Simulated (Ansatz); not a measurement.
# How fast states decay through Bi2ClO2F, part 3 of 4

Wanted: the relaxed cell of Bi2ClO2F, its band edges and its decay constants. It is built by putting F for part of the Cl in the BiClO structure of space group P4/nmm, with the volume rescaled by atomic radii. The parent structure comes from the Materials Project.

Ansatz 0.2.0; LDA DFT, plane waves, PAW files (the session's first sound run).

So far, gap on the k-mesh (eV): step 3 (band edges) 3.07.

The structure was built from a prototype and need not be the compound's stable phase.

## (6) Complex bands, plane (110), k-mesh 4×8×8

Level of this step: LDA DFT, plane waves, PAW files; complex bands by layer matching along the plane's normal (Ansatz).

The same for the (110) plane, at (0, 0) and (-0.5, 0), to see how the decay depends on direction.

The input, input.yaml:

```yaml
crystal:
  lattice:
    - [7.085430368, 0.0, 0.0]
    - [0.0, 5.294357637, 0.0]
    - [0.0, 2.647178819, 2.647178819]
  atoms:
    - { symbol: Bi, position: [0.8380395815, 0.5, 0.5] }
    - { symbol: Bi, position: [0.1985607932, 0.0, 0.5] }
    - { symbol: Cl, position: [0.6362548881, 0.0, 0.5] }
    - { symbol: F, position: [0.2993633462, 0.5, 0.5] }
    - { symbol: O, position: [0.0138906955, 0.0, 0.0] }
    - { symbol: O, position: [0.0138906955, 0.5, 0.0] }
kpoints:
  mp_grid: { grid: [4, 8, 8] }
scf:
  occupations: { method: fixed }
hamiltonian:
  xc: lda
output:
  eigenvalues: true
  transmission:
    leads: [[0, 0]]
    kpoints: [[0.0, 0.0], [-0.5, 0.0]]
    e_range: [-1.0, 4.06]
    de: 0.1
```

Launch:

```
$ ansatz run input.yaml --threads 2 --pin off --max-ram 4096MiB --backend cpu --events-out ev --progress --plain --runs-dir out
```

Numbers of over 12 decimals in the logs are rounded to 6 here.

Log:

```text
[...]
Crystal: 6 atoms, lattice volume = 99.303 Å³
Basis set: ecut = 420 eV, 1959 PW (Γ)
Bands: 34, of which v1, the nominal top of the filled ones, is band 28 counted from 1 (27 counted from 0)
Symmetry: 8 space group operations
[...]
k-points: 45 of 256 (time reversal used)
[...]
SCF iter   1: F=—  HF=-27121.541410 eV  |F-HF|=—  |Δ(HF+E_count)|=         —  Δρ=1.54e-2  dr2=2.05e-1  ethr=1.77e-3  ⟨swp⟩=5.0  Hψ=5434  notcnv=0  defer=176
[...]
SCF iter   8: F=-27121.486901 eV  HF=-27121.486901 eV  |F-HF|=1.20e-10  |Δ(HF+E_count)|=   6.92e-8  Δρ=2.79e-6  dr2=9.74e-9  ethr=1.79e-10  ⟨swp⟩=8.2  Hψ=5300  notcnv=0
SCF 1 converged in 8 iterations: F = -27121.486901 eV  dr2 = 9.74e-9
[...]
transmission: 5 of 10 steps passed
transmission: 10 of 10 steps passed
SCF converged after 8 iterations
Free energy (F): -27121.486901 eV
[...]
Internal energy: -27121.486901 eV  (E = F + TS)
E sigma→0 (E₀):  -27121.486901 eV
Fermi energy:    7.997914 eV
[...]
--- Band table (eV; the first three rows and the last of 45) ---
  k-point 0: bands = [... 24 lower, 6.4560, 6.7658, 6.7658, 7.4229, 11.4411, 12.0158, 13.4753, 13.4753, ... 2 higher]
  k-point 1: bands = [... 24 lower, 6.5942, 6.6993, 6.8948, 7.7543, 12.1330, 12.4056, 12.9749, 13.6592, ... 2 higher]
  k-point 2: bands = [... 24 lower, 6.5924, 7.0574, 7.1500, 7.6388, 11.9020, 13.3108, 13.6663, 13.8050, ... 2 higher]
  k-point 44: bands = [... 24 lower, 6.7322, 6.7703, 7.5545, 7.9401, 11.9275, 12.4670, 13.6755, 13.8888, ... 2 higher]
--- Transmission ---
  basis      : 327 plane waves across, 5 finite elements along
  points     : 2, as listed
[...]
crystal 0  : O2Bi2Cl1F1, at the sites [0, 0], period 2.6472 Å: whole cells are its period
[...]
channels       : 0.000000e0 a spin
[...]
slowest decay  : 0.2961 /Å at (-0.5000, 0.0000)
```

It took 1.8 min on 2 threads of Arm Neoverse V2, shared host; peak memory 0.99 GiB; 3.2 min of CPU time.

Numbers from this step:

| Quantity | Value |
| --- | --- |
| free energy | -27121.4869 eV |
| Fermi energy | 7.998 eV |
| gap on the k-mesh | 3.061 eV |
| level to which the leads are filled | 1.531 eV from the Fermi level |
| decay constant at the filling level, zone centre | 0.3165 Å⁻¹ |
| decay constant at the filling level, slowest listed point | 0.2961 Å⁻¹ |

K parallel (0, 0); values up to 1.5 1/Å, a degenerate pair printed once or twice; energies at which all values exceed this have no row. Im kz of the slowest decaying states against energy, zero at the highest filled level on the SCF mesh:

```tsv
energy (eV)	decay 1 (Å⁻¹)	decay 2 (Å⁻¹)	decay 3 (Å⁻¹)	decay 4 (Å⁻¹)
-1.00	0.118	0.265	0.273	0.389
-0.80	0.0970	0.127	0.253	0.275
-0.50	0.0764	0.232	0.278	0.339
-0.20	0.201	0.291	0.357	0.528
0.00	0.146	0.245	0.299	0.368
0.20	0.207	0.279	0.307	0.377
0.50	0.261	0.316	0.318	0.388
0.80	0.296	0.321	0.347	0.395
1.00	0.312	0.322	0.363	0.398
1.20	0.321	0.325	0.375	0.400
1.50	0.316	0.340	0.390	0.400
1.80	0.307	0.349	0.398	0.400
2.00	0.297	0.352	0.395	0.404
2.20	0.285	0.353	0.391	0.405
2.50	0.260	0.349	0.384	0.404
2.80	0.224	0.326	0.372	0.388
3.00	0.191	0.303	0.347	0.390
3.20	0.146	0.275	0.319	0.379
3.50	0.220	0.263	0.355	0.399
3.80	0.119	0.179	0.319	0.399
4.00	0.0530	0.285	0.399	0.534
```

K parallel (-0.5, 0); values up to 1.5 1/Å, a degenerate pair printed once or twice; energies at which all values exceed this have no row. Im kz of the slowest decaying states against energy, zero at the highest filled level on the SCF mesh:

```tsv
energy (eV)	decay 1 (Å⁻¹)	decay 2 (Å⁻¹)	decay 3 (Å⁻¹)	decay 4 (Å⁻¹)
-1.00	0.105	0.333	0.400	0.413
-0.80	0.139	0.375	0.397	0.573
-0.50	0.0727	0.0779	0.138	0.234
-0.20	0.145	0.175	0.205	0.325
0.00	0.226	0.249	0.280	0.313
0.20	0.261	0.283	0.308	0.331
0.50	0.295	0.308	0.322	0.361
0.80	0.308	0.316	0.350	0.378
1.00	0.306	0.324	0.365	0.371
1.20	0.304	0.328	0.360	0.377
1.50	0.296	0.329	0.341	0.390
1.80	0.284	0.316	0.325	0.398
2.00	0.272	0.297	0.318	0.400
2.20	0.257	0.274	0.309	0.399
2.50	0.222	0.234	0.288	0.394
2.80	0.158	0.191	0.258	0.380
3.00	0.0779	0.151	0.231	0.366
3.20	0.0871	0.193	0.347	0.397
3.50	0.0863	0.304	0.388	0.587
3.80	0.232	0.375	0.567	0.661
4.00	0.148	0.364	0.553	0.650
```

At the listed wavevectors the last open channel is at -0.20 eV and the next at +3.10 eV on the grid. At +1.50 eV, the grid energy nearest the filling level (the middle of the gap on the SCF mesh), the slowest state at the listed wavevectors decays with κ = 0.296 Å⁻¹, its amplitude falling by e over 3.4 Å; the first such run, plane (100), gave 0.307 Å⁻¹.

## (7) Band edges at another level, cutoff 1142.88 eV

This step: LDA DFT, plane waves, norm-conserving files (Ansatz 0.2.0).

The edges again with norm-conserving files, at the same atoms. Against that run the cutoff is 1143 eV against 420.

The input, input.yaml:

```yaml
crystal:
  lattice:
    - [3.7436761872, 0.0, 0.0]
    - [0.0, 3.7436761872, 0.0]
    - [0.0, 0.0, 7.0854303684]
  atoms:
    - { symbol: Bi, position: [0.0, 0.5, 0.8380395815] }
    - { symbol: Bi, position: [0.5, 0.0, 0.1985607932] }
    - { symbol: Cl, position: [0.5, 0.0, 0.6362548881] }
    - { symbol: F, position: [0.0, 0.5, 0.2993633462] }
    - { symbol: O, position: [0.0, 0.0, 0.0138906955] }
    - { symbol: O, position: [0.5, 0.5, 0.0138906955] }
kpoints:
  mp_grid: { grid: [6, 6, 4] }
  band_path: { path: [VBM, CBM], npoints: 30 }
scf:
  occupations: { method: fixed }
hamiltonian:
  xc: lda
  pseudopotentials: { kind: nc }
output:
  eigenvalues: true
```

Log:

```text
[...]
Crystal: 6 atoms, lattice volume = 99.303 Å³
Basis set: ecut = 1142.878222 eV, 8691 PW (Γ)
Bands: 34, of which v1, the nominal top of the filled ones, is band 28 counted from 1 (27 counted from 0)
Symmetry: 8 space group operations
[...]
k-points: 30 of 144 (time reversal used)
[...]
SCF iter   1: F=—  HF=-6466.048155 eV  |F-HF|=—  |Δ(HF+E_count)|=         —  Δρ=1.66e-1  dr2=3.40e1  ethr=3.10e-3  ⟨swp⟩=5.0  Hψ=3670  notcnv=0  defer=116
[...]
SCF iter  11: F=-6460.955321 eV  HF=-6460.955321 eV  |F-HF|=7.60e-10  |Δ(HF+E_count)|=   1.29e-7  Δρ=2.25e-6  dr2=4.23e-9  ethr=1.79e-10  ⟨swp⟩=10.8  Hψ=4413  notcnv=0
SCF 1 converged in 11 iterations: F = -6460.955321 eV  dr2 = 4.23e-9
[...]
SCF converged after 11 iterations
Free energy (F): -6460.955321 eV
[...]
Internal energy: -6460.955321 eV  (E = F + TS)
E sigma→0 (E₀):  -6460.955321 eV
Fermi energy:    8.099212 eV
[...]
--- Band table (eV; the first three rows and the last of 30) ---
  k-point 0: bands = [... 24 lower, 6.5718, 6.8839, 6.8839, 7.5368, 11.5490, 12.1247, 13.5782, 13.5782, ... 2 higher]
  k-point 1: bands = [... 24 lower, 6.7671, 6.9151, 6.9151, 7.6473, 11.3768, 11.7404, 13.7135, 13.7135, ... 2 higher]
  k-point 2: bands = [... 24 lower, 6.9479, 6.9479, 7.0114, 7.7532, 11.1667, 11.4038, 13.8793, 13.8793, ... 2 higher]
  k-point 29: bands = [... 24 lower, 6.3304, 6.4737, 7.5378, 7.5789, 12.2304, 12.2304, 14.2245, 15.0305, ... 2 higher]
```

It took 87 s on 2 threads; peak memory 0.61 GiB; 2.9 min of CPU time.

Numbers from this step:

* free energy: -6460.9553 eV
* Fermi energy: 8.099 eV
* gap on the k-mesh: 3.067 eV
* gap on path: 3.055 eV, by band count; negative where bands overlap
* direct gap on path: 3.413 eV
* edge places on path: 0, 0.8060 1/A along the path

Electronic bands along the path, in eV, zero at the Fermi level (highest filled level under fixed occupations); v1 is the highest filled band, c1 the lowest empty one:

```tsv
point	v4	v3	v2	v1	c1	c2	c3	c4
VBM	-1.29	-1.21	-0.53	0.01	4.16	4.80	5.52	5.94
halfway	-1.31	-1.30	-0.85	-0.20	4.12	4.50	5.13	5.56
CBM	-1.15	-1.15	-1.09	-0.35	3.07	3.30	5.78	5.78
```

The searched edges give 3.06 eV, against 3.07 eV on the mesh.

## (8) Complex bands at another level, cutoff 1142.88 eV

This step: LDA DFT, plane waves, norm-conserving files; complex bands by layer matching along the plane's normal (Ansatz 0.2.0).

The complex bands at that level, over its own gap, at (0, 0) and (0, -0.5).

The input, input.yaml:

```yaml
crystal:
  lattice:
    - [3.743676187, 0.0, 0.0]
    - [0.0, 7.085430368, 0.0]
    - [0.0, 0.0, 3.743676187]
  atoms:
    - { symbol: Bi, position: [0.5, 0.8380395815, 0.0] }
    - { symbol: Bi, position: [0.0, 0.1985607932, 0.5] }
    - { symbol: Cl, position: [0.0, 0.6362548881, 0.5] }
    - { symbol: F, position: [0.5, 0.2993633462, 0.0] }
    - { symbol: O, position: [0.0, 0.0138906955, 0.0] }
    - { symbol: O, position: [0.5, 0.0138906955, 0.5] }
kpoints:
  mp_grid: { grid: [6, 4, 6] }
scf:
  occupations: { method: fixed }
hamiltonian:
  xc: lda
  pseudopotentials: { kind: nc }
output:
  eigenvalues: true
  transmission:
    leads: [[0, 0]]
    kpoints: [[0.0, 0.0], [0.0, -0.5]]
    e_range: [-1.0, 4.06]
    de: 0.1
```

Log:

```text
[...]
Crystal: 6 atoms, lattice volume = 99.303 Å³
Basis set: ecut = 1142.878222 eV, 8691 PW (Γ)
Bands: 34, of which v1, the nominal top of the filled ones, is band 28 counted from 1 (27 counted from 0)
Symmetry: 8 space group operations
[...]
k-points: 30 of 144 (time reversal used)
[...]
SCF iter   1: F=—  HF=-6466.048159 eV  |F-HF|=—  |Δ(HF+E_count)|=         —  Δρ=1.66e-1  dr2=3.40e1  ethr=3.10e-3  ⟨swp⟩=5.1  Hψ=3690  notcnv=0  defer=116
[...]
SCF iter  11: F=-6460.955321 eV  HF=-6460.955321 eV  |F-HF|=7.31e-10  |Δ(HF+E_count)|=   1.28e-7  Δρ=2.25e-6  dr2=4.23e-9  ethr=1.79e-10  ⟨swp⟩=10.8  Hψ=4356  notcnv=0
SCF 1 converged in 11 iterations: F = -6460.955321 eV  dr2 = 4.23e-9
transmission: 8 of 16 steps passed
transmission: 16 of 16 steps passed
SCF converged after 11 iterations
Free energy (F): -6460.955321 eV
[...]
Internal energy: -6460.955321 eV  (E = F + TS)
E sigma→0 (E₀):  -6460.955321 eV
Fermi energy:    8.099212 eV
[...]
--- Band table (eV; the first three rows and the last of 30) ---
  k-point 0: bands = [... 24 lower, 6.5718, 6.8839, 6.8839, 7.5368, 11.5490, 12.1247, 13.5782, 13.5782, ... 2 higher]
  k-point 1: bands = [... 24 lower, 6.7539, 6.7957, 7.0048, 7.8340, 12.1917, 12.5225, 13.2791, 13.5418, ... 2 higher]
  k-point 2: bands = [... 24 lower, 6.8450, 6.8747, 7.4254, 8.0914, 12.3039, 13.1544, 13.5512, 13.7524, ... 2 higher]
  k-point 29: bands = [... 24 lower, 6.3304, 6.4737, 7.5378, 7.5789, 12.2304, 12.2304, 14.2245, 15.0305, ... 2 higher]
--- Transmission ---
  basis      : 639 plane waves across, 8 finite elements along
  points     : 2, as listed
[...]
channels       : 0.000000e0 a spin
[...]
slowest decay  : 0.3076 /Å at (0.0000, -0.5000)
```

Wall time 9.2 min (2 threads); peak memory 2.7 GiB; 17 min of CPU time.

Numbers from this step:

```yaml
level_to_which_the_leads_are_filled: 1.534 eV from the Fermi level
decay_constant_at_the_filling_level_zone_centre: 0.3350 Å⁻¹
decay_constant_at_the_filling_level_slowest_listed_point: 0.3076 Å⁻¹
```

K parallel (0, 0); values up to 1.5 1/Å, a degenerate pair printed once or twice; energies at which all values exceed this have no row. Table of Im kz of the slowest decaying states by energy, zero at the highest filled level on the SCF mesh:

```tsv
energy (eV)	decay 1 (Å⁻¹)	decay 2 (Å⁻¹)	decay 3 (Å⁻¹)	decay 4 (Å⁻¹)
-1.00	0.121	0.254	0.263	0.343
-0.80	0.129	0.343	0.352	0.355
-0.60	0.0675	0.361	0.408	0.426
-0.40	0.0694	0.363	0.461	0.494
-0.20	0.180	0.362	0.507	0.547
0.00	0.360	0.540	0.546	0.632
0.20	0.288	0.359	0.528	0.582
0.40	0.358	0.397	0.502	0.546
0.60	0.356	0.471	0.482	0.521
0.80	0.354	0.481	0.506	0.510
1.00	0.350	0.491	0.495	0.528
1.20	0.345	0.485	0.498	0.541
1.40	0.339	0.475	0.504	0.550
1.60	0.331	0.465	0.507	0.557
1.80	0.321	0.454	0.508	0.560
2.00	0.308	0.442	0.508	0.562
2.20	0.293	0.428	0.505	0.561
2.40	0.276	0.413	0.500	0.558
2.60	0.254	0.395	0.493	0.511
2.80	0.228	0.375	0.475	0.484
3.00	0.194	0.351	0.443	0.471
3.20	0.148	0.322	0.412	0.455
3.40	0.0679	0.288	0.379	0.435
3.60	0.244	0.341	0.409	0.656
3.80	0.184	0.294	0.374	0.653
4.00	0.0641	0.22	0.324	0.630
```

K parallel (0, -0.5); values up to 1.5 1/Å, a degenerate pair printed once or twice; energies at which all values exceed this have no row. The Im kz of the slowest decaying states by energy, zero at the highest filled level on the SCF mesh:

```tsv
energy (eV)	decay 1 (Å⁻¹)	decay 2 (Å⁻¹)	decay 3 (Å⁻¹)	decay 4 (Å⁻¹)
-1.00	0.105	0.235	0.334	0.466
-0.80	0.143	0.335	0.387	0.416
-0.60	0.153	0.299	0.401	0.404
-0.40	0.104	0.135	0.395	0.459
-0.20	0.237	0.390	0.502	0.505
0.00	0.162	0.379	0.465	0.509
0.20	0.357	0.384	0.422	0.581
0.40	0.343	0.403	0.415	0.613
0.60	0.335	0.394	0.435	0.628
0.80	0.330	0.386	0.448	0.632
1.00	0.325	0.377	0.457	0.637
1.20	0.319	0.366	0.461	0.643
1.40	0.312	0.353	0.463	0.648
1.60	0.303	0.339	0.462	0.654
1.80	0.291	0.322	0.459	0.659
2.00	0.277	0.303	0.453	0.665
2.20	0.260	0.281	0.444	0.671
2.40	0.236	0.256	0.433	0.678
2.60	0.205	0.229	0.420	0.686
2.80	0.159	0.196	0.404	0.694
3.00	0.0819	0.156	0.384	0.703
3.20	0.0930	0.360	0.696	0.712
3.40	0.323	0.338	0.689	0.720
3.60	0.235	0.350	0.685	0.714
3.80	0.147	0.333	0.685	0.695
4.00	0.300	0.658	0.674	0.728
```

At the listed wavevectors the last open channel is at +0.00 eV and the next at +3.10 eV on the grid. At +1.50 eV, the grid energy nearest the filling level (the middle of the gap on the SCF mesh), the slowest state at the listed wavevectors decays with κ = 0.308 Å⁻¹, its amplitude falling by e over 3.3 Å; the first such run, plane (100), gave 0.308 Å⁻¹ over as many of its listed wavevectors.

(Part 3 of 4 ends here.)

[Logs are printed without paths, hosts, clocks, repeated set-up lines and the standing remarks that a program may print on its own settings, such as how far it seeks lower states.]

[Hosts, paths, dates, database ids (printed as entryN), source tags and the programs' standing remarks are cut or masked in the printed files.]
